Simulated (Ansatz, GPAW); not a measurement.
**Optical response of Ag2IBr (model structure)**

Aim: the dielectric function of Ag2IBr (model structure), and the optical constants that follow from it. The structure is a model built here, which may or may not match a known phase. It was built so: 1 of the 2 Br atoms of the cell replaced by I in the P2_1/m structure of AgBr. The cell is first relaxed with Ansatz.

Program: GPAW 26.7.0. Level of theory: DFT, PBE, plane-wave PAW (GPAW data sets), scalar-relativistic, RPA, optical limit. Results are calculated unless marked as measured.

### 1. The starting structure

It takes space group Pm (No. 6, monoclinic). Conventional cell: a = 4.245 Å, b = 4.289 Å, c = 6.034 Å, α = 90.00°, β = 91.15°, γ = 90.00°. Nearest to I lie 6 Ag at 2.98 to 3.06 Å. Ag has 4 I at 2.98 to 3.06 Å and 2 Br at 3.01 to 3.05 Å nearest. Nearest to Ag lie 4 Br at 2.98 to 3.06 Å and 2 I at 3.01 to 3.05 Å. Nearest to Br lie 6 Ag at 2.98 to 3.06 Å. 1 of the 2 Br atoms of the cell replaced by I in the P2_1/m structure of AgBr. Farther neighbours and most contacts between anions are not listed.

As a file:

```cif
data_structure
_symmetry_space_group_name_H-M 'P 1'
_symmetry_Int_Tables_number 1
_cell_length_a 4.2448
_cell_length_b 4.2888
_cell_length_c 6.0344
_cell_angle_alpha 90.000
_cell_angle_beta 91.148
_cell_angle_gamma 90.000
_cell_volume 109.83
loop_
_atom_site_label
_atom_site_type_symbol
_atom_site_fract_x
_atom_site_fract_y
_atom_site_fract_z
_atom_site_occupancy
I1 I 0.72313 0.75000 0.25540 1
Ag2 Ag 0.20852 0.25000 0.23988 1
Ag3 Ag 0.79148 0.75000 0.76012 1
Br4 Br 0.27687 0.25000 0.74460 1
```

### 2. Relaxation

The structure was built or cut out here, so it is relaxed before any spectrum is computed.

This step: DFT, PBE, plane-wave PAW, default files, scalar-relativistic, relaxation (Ansatz 0.2.0).

File input.yaml:

```yaml
crystal:
  lattice:
    - [4.24483432, 0.0, 0.0]
    - [0.0, 4.28875716, 0.0]
    - [-0.12094316, 0.0, 6.03318861]
  atoms:
    - { symbol: I, position: [0.723132, 0.75, 0.255405] }
    - { symbol: Ag, position: [0.208525, 0.25, 0.239883] }
    - { symbol: Ag, position: [0.791475, 0.75, 0.760117] }
    - { symbol: Br, position: [0.276868, 0.25, 0.744595] }
kpoints:
  mp_grid: { grid: [5, 5, 4] }
scf:
  occupations: { method: fermi_dirac, width: 0.05 }
hamiltonian:
  xc: pbe
output:
  forces: true
  stress: true
relax:
  f_tol: 0.02
  max_steps: 50
  cell: {}
```

Started as:

```sh
> ansatz run input.yaml --threads 1 --pin off --max-ram 4096MiB --backend cpu --events-out ev --progress --plain --runs-dir out
```

Numbers of over 12 decimals in the logs are rounded to 6 here.

What it wrote:

```text
Engine: ansatz 0.2.0, aarch64-unknown-linux-gnu
Pseudopotentials: kind: paw
Pseudopotential: I, paw, valence charge 17, recommended cutoff 420 eV (normal), I.paw.azcp
Pseudopotential: Ag, paw, valence charge 19, recommended cutoff 420 eV (normal), Ag.paw.azcp
Pseudopotential: Br, paw, valence charge 7, recommended cutoff 420 eV (normal), Br.paw.azcp
Functional definition: PBE
  parameter kappa = 0.804
  parameter beta = 0.066725
  exchange = pbe_x(kappa = kappa, mu = beta*pi^2/3)
  correlation = pbe_c(beta = beta)
Crystal: 4 atoms, lattice volume = 109.835 Å³
Basis set: ecut = 420 eV, 2151 PW (Γ), exchange–correlation on 60×60×90 points (8 copies of the dense FFT grid, shifted against one another)
Bands: 38, of which v1, the nominal top of the filled ones, is band 31 counted from 1 (30 counted from 0)
Symmetry: 2 space group operations
Space group: Pm (ITA 6), of the structure as read, at distance tolerance 4.8e-5 Å
k-points: 33 of 100 (time reversal used)
Non-local potential: I, projectors of the file, l = 0: 2, l = 1: 2, l = 2: 2, l = 3: 2
Non-local potential: Ag, projectors of the file, l = 0: 3, l = 1: 2, l = 2: 2, l = 3: 1
Non-local potential: Br, projectors of the file, l = 0: 2, l = 1: 2, l = 2: 2
PAW form: soft (Blöchl's): semilocal exchange-correlation on the pseudo side does not see the compensation charge
PAW one-centre angular grid: I, 590 points (default); XC on 64 Gauss nodes
PAW one-centre angular grid: Ag, 590 points (default); XC on 64 Gauss nodes
PAW one-centre angular grid: Br, 110 points (default); XC on 64 Gauss nodes
Initial density: superposition of atomic densities (neutral atoms: chi_scale 0, normalization atom), corrected by the library's trained network
Initial wavefunctions: pseudopotential atomic-orbital guess
Functional: x = pbe(κ = 0.804, μ = 0.219515), c = pbe(β = 0.066725)
SCF iter   1: F=—  HF=-25478.144372 eV  |F-HF|=—  |Δ(HF+E_count)|=         —  Δρ=6.04e-4  dr2=4.85e-4  ethr=1.77e-3  ⟨swp⟩=7.8  Hψ=5500  notcnv=0  defer=11
preconditioner: auto → Resta (q_TF=auto, 2.480 Å⁻¹)  ε∞=6.0  [insulator: Δε(μ)=0.693 eV  Ē_g=9.541 eV  σ=0.050 eV  W_gap=1.00  n_scr=28 (ndim 8)  ℏωp=21.3 eV  f_vac=0.043  D(μ)=0.00/eV (n_scr^D=0)  ε∞_Penn≈6.0]
SCF iter   2: F=—  HF=-25478.145335 eV  |F-HF|=—  |Δ(HF+E_count)|=   9.63e-4  Δρ=4.38e-4  dr2=2.69e-4  ethr=7.83e-7  ⟨swp⟩=3.2  Hψ=2943  notcnv=0  defer=34
SCF iter   3: F=—  HF=-25478.145342 eV  |F-HF|=—  |Δ(HF+E_count)|=   7.22e-6  Δρ=1.88e-4  dr2=4.28e-5  ethr=4.34e-7  ⟨swp⟩=2.1  Hψ=1962  notcnv=0  defer=34
SCF iter   4: F=—  HF=-25478.145345 eV  |F-HF|=—  |Δ(HF+E_count)|=   3.43e-6  Δρ=6.11e-5  dr2=3.94e-6  ethr=6.90e-8  ⟨swp⟩=2.0  Hψ=1888  notcnv=0  defer=34
SCF iter   5: F=—  HF=-25478.145347 eV  |F-HF|=—  |Δ(HF+E_count)|=   1.28e-6  Δρ=2.90e-5  dr2=8.60e-7  ethr=6.35e-9  ⟨swp⟩=2.2  Hψ=1700  notcnv=0  defer=34
SCF iter   6: F=-25478.145347 eV  HF=-25478.145347 eV  |F-HF|=4.80e-8  |Δ(HF+E_count)|=   2.91e-7  Δρ=1.00e-5  dr2=9.53e-8  ethr=1.61e-10  ⟨swp⟩=3.4  Hψ=5623  notcnv=0
SCF 1 converged in 6 iterations: F = -25478.145347 eV  dr2 = 9.53e-8
  greatest PAW one-centre occupation: 1.000 electrons in one spin orbital (limit 2), on the Ag atom at site 1 (counted from 0), in its partial waves of l = 0
relax step   1: F+E_penalty+E_count = -25478.14534690 eV  Δ(F+E_penalty+E_count) = +0.000e0 eV  max|allowed force component| = 9.661e-2 eV/Å  Δτ_max = 0.0000 Å  P = -0.456 GPa  Ω = 109.835 Å³  (6 SCF iters, dr2 threshold 1.00e-7 eV, accepted)
Crystal: 4 atoms, lattice volume = 108.780 Å³
Basis set: ecut = 420 eV, 2119 PW (Γ), exchange–correlation on 60×60×90 points (8 copies of the dense FFT grid, shifted against one another)
Initial density: handed on by an earlier stage of this run
Initial wavefunctions: those handed on with the density
iter 1 solved again at ethr=7.56e-5 eV; its pass at ethr=3.10e-3 eV (dr2=4.69e-2 eV) is discarded
SCF iter   1: F=—  HF=-25478.175936 eV  |F-HF|=—  |Δ(HF+E_count)|=         —  Δρ=5.76e-3  dr2=4.83e-2  ethr=7.56e-5  ⟨swp⟩=2.2  Hψ=6344  notcnv=0
preconditioner: auto → Resta (q_TF=auto, 2.484 Å⁻¹)  ε∞=6.0  [insulator: Δε(μ)=0.705 eV  Ē_g=9.599 eV  σ=0.050 eV  W_gap=1.00  n_scr=28 (ndim 8)  ℏωp=21.4 eV  f_vac=0.042  D(μ)=0.00/eV (n_scr^D=0)  ε∞_Penn≈6.0]
SCF iter   2: F=—  HF=-25478.163064 eV  |F-HF|=—  |Δ(HF+E_count)|=   1.29e-2  Δρ=2.47e-3  dr2=7.84e-3  ethr=7.56e-5  ⟨swp⟩=3.0  Hψ=2210  notcnv=0
SCF iter   3: F=—  HF=-25478.160955 eV  |F-HF|=—  |Δ(HF+E_count)|=   2.11e-3  Δρ=5.75e-4  dr2=1.56e-4  ethr=1.26e-5  ⟨swp⟩=2.1  Hψ=2161  notcnv=0
SCF iter   4: F=—  HF=-25478.161005 eV  |F-HF|=—  |Δ(HF+E_count)|=   5.03e-5  Δρ=1.83e-4  dr2=2.73e-5  ethr=2.52e-7  ⟨swp⟩=2.0  Hψ=1955  notcnv=0
SCF iter   5: F=—  HF=-25478.161002 eV  |F-HF|=—  |Δ(HF+E_count)|=   3.01e-6  Δρ=4.98e-5  dr2=3.10e-6  ethr=4.41e-8  ⟨swp⟩=2.0  Hψ=2204  notcnv=0
SCF iter   6: F=—  HF=-25478.161004 eV  |F-HF|=—  |Δ(HF+E_count)|=   1.24e-6  Δρ=2.12e-5  dr2=6.25e-7  ethr=6.45e-10  ⟨swp⟩=5.0  Hψ=4535  notcnv=0
SCF iter   7: F=-25478.161004 eV  HF=-25478.161004 eV  |F-HF|=4.20e-8  |Δ(HF+E_count)|=   3.58e-7  Δρ=4.86e-6  dr2=4.02e-8  ethr=6.45e-10  ⟨swp⟩=4.1  Hψ=4029  notcnv=0
SCF 2 converged in 7 iterations: F = -25478.161004 eV  dr2 = 4.02e-8
relax step   2: F+E_penalty+E_count = -25478.16100397 eV  Δ(F+E_penalty+E_count) = -1.566e-2 eV  max|allowed force component| = 7.129e-2 eV/Å  Δτ_max = 0.0913 Å  P = -0.023 GPa  Ω = 108.780 Å³  energy of the carried Pulay correction = +2.336e-4 eV  (7 SCF iters, dr2 threshold 4.00e-7 eV, accepted)
Crystal: 4 atoms, lattice volume = 108.764 Å³
Basis set: ecut = 420 eV, 2123 PW (Γ), exchange–correlation on 60×60×90 points (8 copies of the dense FFT grid, shifted against one another)
iter 1 solved again at ethr=4.46e-5 eV; its pass at ethr=3.10e-3 eV (dr2=2.77e-2 eV) is discarded
SCF iter   1: F=—  HF=-25478.176015 eV  |F-HF|=—  |Δ(HF+E_count)|=         —  Δρ=4.29e-3  dr2=2.75e-2  ethr=4.46e-5  ⟨swp⟩=2.2  Hψ=6343  notcnv=0
preconditioner: auto → Resta (q_TF=auto, 2.484 Å⁻¹)  ε∞=6.0  [insulator: Δε(μ)=0.732 eV  Ē_g=9.601 eV  σ=0.050 eV  W_gap=1.00  n_scr=28 (ndim 8)  ℏωp=21.4 eV  f_vac=0.043  D(μ)=0.00/eV (n_scr^D=0)  ε∞_Penn≈6.0]
SCF iter   2: F=—  HF=-25478.168523 eV  |F-HF|=—  |Δ(HF+E_count)|=   7.49e-3  Δρ=1.89e-3  dr2=4.81e-3  ethr=4.43e-5  ⟨swp⟩=2.0  Hψ=1838  notcnv=0
SCF iter   3: F=—  HF=-25478.167093 eV  |F-HF|=—  |Δ(HF+E_count)|=   1.43e-3  Δρ=3.98e-4  dr2=8.54e-5  ethr=7.76e-6  ⟨swp⟩=2.0  Hψ=1775  notcnv=0
SCF iter   4: F=—  HF=-25478.167079 eV  |F-HF|=—  |Δ(HF+E_count)|=   1.36e-5  Δρ=1.40e-4  dr2=1.77e-5  ethr=1.38e-7  ⟨swp⟩=2.0  Hψ=2212  notcnv=0
SCF iter   5: F=—  HF=-25478.167075 eV  |F-HF|=—  |Δ(HF+E_count)|=   4.01e-6  Δρ=3.67e-5  dr2=1.87e-6  ethr=2.86e-8  ⟨swp⟩=2.0  Hψ=2196  notcnv=0
SCF iter   6: F=—  HF=-25478.167076 eV  |F-HF|=—  |Δ(HF+E_count)|=   5.33e-7  Δρ=1.82e-5  dr2=4.46e-7  ethr=5.12e-10  ⟨swp⟩=5.0  Hψ=4523  notcnv=0
SCF iter   7: F=-25478.167076 eV  HF=-25478.167076 eV  |F-HF|=1.58e-8  |Δ(HF+E_count)|=   1.57e-7  Δρ=5.28e-6  dr2=1.89e-8  ethr=5.12e-10  ⟨swp⟩=4.1  Hψ=4029  notcnv=0
SCF 3 converged in 7 iterations: F = -25478.167076 eV  dr2 = 1.89e-8
relax step   3: F+E_penalty+E_count = -25478.16707608 eV  Δ(F+E_penalty+E_count) = -6.072e-3 eV  max|allowed force component| = 8.934e-3 eV/Å  Δτ_max = 0.0755 Å  P = -0.046 GPa  Ω = 108.764 Å³  energy of the carried Pulay correction = +2.372e-4 eV  (7 SCF iters, dr2 threshold 3.18e-7 eV, accepted)
[...]
relax step   4: F+E_penalty+E_count = -25478.16764784 eV  Δ(F+E_penalty+E_count) = -5.718e-4 eV  max|allowed force component| = 2.212e-3 eV/Å  Δτ_max = 0.0190 Å  P = +0.034 GPa  Ω = 108.550 Å³  energy of the carried Pulay correction = +2.849e-4 eV  (6 SCF iters, dr2 threshold 6.09e-8 eV, accepted)
[...]
relax step   5: F+E_penalty+E_count = -25478.16770109 eV  Δ(F+E_penalty+E_count) = -5.325e-5 eV  max|allowed force component| = 1.062e-3 eV/Å  Δτ_max = 0.0105 Å  P = +0.001 GPa  Ω = 108.647 Å³  energy of the carried Pulay correction = +2.633e-4 eV  (6 SCF iters, dr2 threshold 1.13e-8 eV, accepted)
Basis set: ecut = 420 eV, 2119 PW (Γ), exchange–correlation on 60×60×80 points (8 copies of the dense FFT grid, shifted against one another)
Initial wavefunctions: pseudopotential atomic-orbital guess (no wavefunctions were taken with the density)
iter 1 solved again at ethr=1.92e-7 eV; its pass at ethr=3.10e-3 eV (dr2=1.19e-4 eV) is discarded
SCF iter   1: F=—  HF=-25478.166933 eV  |F-HF|=—  |Δ(HF+E_count)|=         —  Δρ=1.48e-4  dr2=7.27e-7  ethr=1.92e-7  ⟨swp⟩=4.0  Hψ=9081  notcnv=0
SCF iter   2: F=—  HF=-25478.167283 eV  |F-HF|=—  |Δ(HF+E_count)|=   3.50e-4  Δρ=7.50e-5  dr2=1.87e-7  ethr=1.17e-9  ⟨swp⟩=2.4  Hψ=2155  notcnv=0
SCF iter   3: F=—  HF=-25478.167413 eV  |F-HF|=—  |Δ(HF+E_count)|=   1.31e-4  Δρ=7.78e-6  dr2=1.16e-8  ethr=3.02e-10  ⟨swp⟩=2.0  Hψ=1777  notcnv=0
SCF iter   4: F=—  HF=-25478.167415 eV  |F-HF|=—  |Δ(HF+E_count)|=   1.04e-6  Δρ=6.53e-7  dr2=2.61e-10  ethr=1.87e-11  ⟨swp⟩=2.0  Hψ=2206  notcnv=0
SCF iter   5: F=—  HF=-25478.167415 eV  |F-HF|=—  |Δ(HF+E_count)|=   1.03e-9  Δρ=1.78e-7  dr2=4.76e-11  ethr=1.00e-12  ⟨swp⟩=5.0  Hψ=5021  notcnv=0
SCF iter   6: F=-25478.167415 eV  HF=-25478.167415 eV  |F-HF|=0.00e0  |Δ(HF+E_count)|=  8.00e-11  Δρ=6.87e-8  dr2=6.88e-12  ethr=1.00e-12  ⟨swp⟩=4.2  Hψ=4015  notcnv=0
SCF 6 converged in 6 iterations: F = -25478.167415 eV  dr2 = 6.88e-12
relax step   6: F+E_penalty+E_count = -25478.16741451 eV  Δ(F+E_penalty+E_count) = +2.866e-4 eV  max|allowed force component| = 1.055e-3 eV/Å  Δτ_max = 0.0000 Å  P = +0.001 GPa  Ω = 108.647 Å³  stress off target by 5.45e-3 GPa  SCF on the basis re-selected at this cell (its energy is not comparable with the rows above)  (6 SCF iters)
basis re-selected at this cell: Δ(F+E_penalty+E_count) = +2.866e-4 eV, ΔP = +0.001 GPa vs the last step (what re-selecting the basis moved, of the pressure what is left beyond the Pulay correction that the steps carried, after the strain that the cell walked since its last selection, with what the two solves' SCF thresholds leave and, on support functions, any second-order correction that the steps lacked; it is no measure of the basis error at this ecutwfc). The dense FFT grid was sized anew with the basis: this SCF ran on 30×30×40 points, the steps before it on 30×30×45, so part of this shift can come from that change (see relax.cell in the input reference). [rest of the remark cut]
SCF converged after 6 iterations
Free energy (F): -25478.167415 eV
Harris-Foulkes:  -25478.167415 eV  (|F-HF|=0.00e0)
Internal energy: -25478.167385 eV  (E = F + TS)
E sigma→0 (E₀):  -25478.167400 eV
Entropy (-TS):   -0.000029 eV (-0.007 meV/atom)
Fermi energy:    8.621286 eV
--- Per-component energies (eV) ---
  E_band       = -1088.669976
  E_kinetic    = 1377.159381
  E_local      = -8340.989667  (includes V_loc(G=0)·N_el)
  E_nonlocal   = 146.204067
  E_hartree    = 3843.065222
  E_xc         = -758.131329
  E_vxc        = -696.334371  (∫ρ·V_xc dr)
  E_paw        = -14873.286035  (= ΣΔE_a)
  E_vpaw       = -1260.840596  (= ΣTr[D̂ρ^β])
  E_aug_tail   = 0.000607  (compensation charges beyond the density's cutoff)
  E_ewald      = -6872.189632
  E_smearing   = -0.000029  (= −TS)
  E_closure    = 0.000000  (closes the sum)
  Σ components = -25478.167415   (vs F -25478.167415, Δ=0.00e0)
--- Forces (eV/Å), atoms counted from 1 ---
  atom   1  I      0.00043427    -0.00000000    -0.00011040
  atom   2  Ag     0.00052544    -0.00000000    -0.00000726
  atom   3  Ag    -0.00105464    -0.00000000     0.00003895
  atom   4  Br     0.00009491    -0.00000000     0.00007870
  max |Σ_I F_I| component: 1.36e-8 eV/Å
--- Stress (GPa, compression-positive) ---
        0.005448      -0.000000      -0.000018
       -0.000000      -0.004138      -0.000000
       -0.000018      -0.000000       0.002382
  P = ⅓ Tr σ = 0.0012 GPa (0.012 kbar)
--- Relaxed structure (5 steps of the walk, 5 accepted, 1 SCFs on fresh bases) ---
  F+E_penalty+E_count = -25478.16741451 eV   max|allowed force component| = 1.055e-3 eV/Å   (the final SCF, on the basis selected at the relaxed cell)
  cell:  # Å, volume = 108.6467 Å³
    - [4.276456, -9.632415348017083e-18, 0.043381]
    - [-9.732085442595593e-18, 4.278964, 1.5026364304887262e-17]
    - [-0.060187, 2.1412711355467348e-17, 5.936754]
  atoms:
    - { symbol: I, position: [0.748992, 0.750000, 0.250005] }
    - { symbol: Ag, position: [0.249101, 0.250000, 0.249998] }
    - { symbol: Ag, position: [0.752161, 0.750000, 0.750001] }
    - { symbol: Br, position: [0.249747, 0.250000, 0.749996] }
```

Wall time 2 min (1 thread of Arm Neoverse N1, shared host); peak memory 0.4 GiB.

The steps of the relaxation:

| step | energy less that of the first step (eV) | largest force component (eV/Å) | pressure (GPa) | volume (Å³) |
| --- | --- | --- | --- | --- |
| 1 | 0.0000 | 0.0966 | -0.46 | 109.83 |
| 2 | -0.0157 | 0.0713 | -0.02 | 108.78 |
| 3 | -0.0217 | 0.0089 | -0.05 | 108.76 |
| 4 | -0.0223 | 0.0022 | 0.03 | 108.55 |
| 5 | -0.0224 | 0.0011 | 0.00 | 108.65 |
| 6* | -0.0221 | 0.0011 | 0.00 | 108.65 |

Relaxation steps marked * repeat the geometry before them on a plane-wave basis chosen anew for their cell, so energy and pressure can jump there.

Forces are held to the 2 operations that the run works with; a distortion that breaks them can't arise in this run.

| cell as run | before | after | change |
| --- | --- | --- | --- |
| a (Å) | 4.245 | 4.277 | +0.8 % |
| b (Å) | 4.289 | 4.279 | -0.2 % |
| c (Å) | 6.034 | 5.937 | -1.6 % |
| β (°) | 91.15 | 90.00 | -1.3 % |
| volume (Å³/atom) | 27.46 | 27.16 | -1.1 % |

The atoms that moved most (Å, as changes of fractional coordinates times the final cell):

| atom | dx | dy | dz | length |
| --- | --- | --- | --- | --- |
| Ag2 | 0.173 | 0.000 | 0.062 | 0.184 |
| Ag3 | -0.168 | 0.000 | -0.062 | 0.179 |
| Br4 | -0.116 | 0.000 | 0.031 | 0.120 |
| I1 | 0.111 | 0.000 | -0.031 | 0.115 |

Final coordinates:

```xyz
4
Lattice="4.2765 0.0000 0.0434 0.0000 4.2790 0.0000 -0.0602 0.0000 5.9368" Properties=species:S:1:pos:R:3 pbc="T T T"
I     3.1880    3.2092    1.5167
Ag    1.0502    1.0697    1.4950
Ag    3.1714    3.2092    4.4852
Br    1.0229    1.0697    4.4634
```

The relaxation ends with a largest force component of 0.0011 eV/Å and a pressure of 0.00 GPa.

(Part 1 of 3 ends here.)

[Machine, clock and banner lines and Python warnings are left out of the logs.]

[Logs are printed without paths, hosts, clocks, repeated set-up lines and the standing remarks that a program may print on its own settings, such as how far it seeks lower states.]

[Hosts, paths, dates, database ids (printed as entryN), source tags and the programs' standing remarks are cut or masked in the printed files.]
